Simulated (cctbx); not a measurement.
# Accept or mend?

Cell a = 6.7020 Å, b = 8.0790 Å, c = 6.7050 Å, α = 90.00°, β = 90.71°, γ = 90.00°; space group P2_1/c (no. 14).

The data are simulated with cctbx, not measured: Mo Kα, λ = 0.71073 Å, to d = 0.65 Å, 95 % of the full sphere, strongest reflection 20000 counts, noise from counting, a 4 % proportional error and a noise floor of 2 counts (s.d.); no absorption.

An anisotropic refinement with weights 1/σ² prints:

```text
Rint 0.033, 1381 unique reflections to 0.65 A
cycle     R1     wR2    GooF  max shift (A)
   1  0.0430  0.1142   3.241   0.02496
   3  0.0272  0.0742   2.107   0.00002
final R1 0.0272 wR2 0.0742 GooF 2.107  parameters 36  data/parameter 38.4
atom        x        y        z      Ueq    occ   su(xyz)  su(Uiso or U11)
Tl1    0.94272  0.65936  0.21848   0.0052  1.000  0.00004  0.0001
Tl2    0.67842  0.90624  0.39880   0.0050  1.000  0.00004  0.0001
Si1    0.34215  0.85312  0.08346   0.0100  1.000  0.00038  0.0009
C1     0.76941  0.35032  0.09694   0.0127  1.000  0.00160  0.0029
difference map: max 18.37 min -1.51 rms 0.68
Q1    0.2964  0.1218  0.9468    4   19.17  2.34 A from Tl2
Q2    0.3292  0.1067  0.5952    4    1.88  0.12 A from Tl2
Q3    0.0633  0.1680  0.2841    4    1.60  0.08 A from Tl1
Q4    0.3986  0.1973  0.9649    4    1.47  1.82 A from Si1
Q5    0.0563  0.0623  0.9069    4    1.41  2.32 A from Tl1
Q6    0.2106  0.0421  0.8818    4    1.40  2.07 A from Tl2
```

Q: Accept it or mend it, and why?

Mend it. The fault: an atom left out, C at (0.7021, 0.8783, 0.0527). Against the right model at the same level, R1 goes from 0.0132 to 0.0272 and GooF from 0.97 to 2.11 and the top difference peak, 19.2 e/Å³, lies 2.34 Å from Tl2. Q1 is the missing atom. With scattering power missing, scale and phases suffer, so peaks may also grow on the heavy atoms.

The compound is Tl2SiC2. The right model at the same level gives:

```text
Rint 0.033, 1381 unique reflections to 0.65 A
cycle     R1     wR2    GooF  max shift (A)
   1  0.0341  0.0926   2.637   0.01302
   2  0.0132  0.0339   0.966   0.00022
final R1 0.0132 wR2 0.0339 GooF 0.966  parameters 45  data/parameter 30.7
atom        x        y        z      Ueq    occ   su(xyz)  su(Uiso or U11)
Tl1    0.94271  0.65938  0.21848   0.0054  1.000  0.00002  0.0001
Tl2    0.67841  0.90622  0.39879   0.0051  1.000  0.00002  0.0001
Si1    0.34180  0.85316  0.08380   0.0098  1.000  0.00017  0.0004
C1     0.70336  0.87797  0.05255   0.0100  1.000  0.00060  0.0014
C2     0.76980  0.34965  0.09857   0.0124  1.000  0.00071  0.0014
difference map: max 1.34 min -1.37 rms 0.34
Q1    0.1382  0.5375  0.8930    4    1.36  1.10 A from C2
Q2    0.0662  0.6501  0.9265    4    1.22  1.11 A from C2
Q3    0.0778  0.0671  0.3920    4    1.21  1.06 A from Tl1
Q4    0.3292  0.7252  0.6445    4    1.16  0.76 A from Si1
Q5    0.3704  0.1303  0.5551    4    1.14  0.54 A from Tl2
Q6    0.4912  0.0278  0.1907    4    1.14  1.87 A from Si1
```

The model was made for the exercise: a known structure type with other elements put in, its volume estimated, not relaxed; displacement parameters are assumed.

[Middle refinement cycles are left out of these outputs.]

[Logs are printed without paths, hosts, clocks, repeated set-up lines and the standing remarks that a program may print on its own settings, such as how far it seeks lower states.]
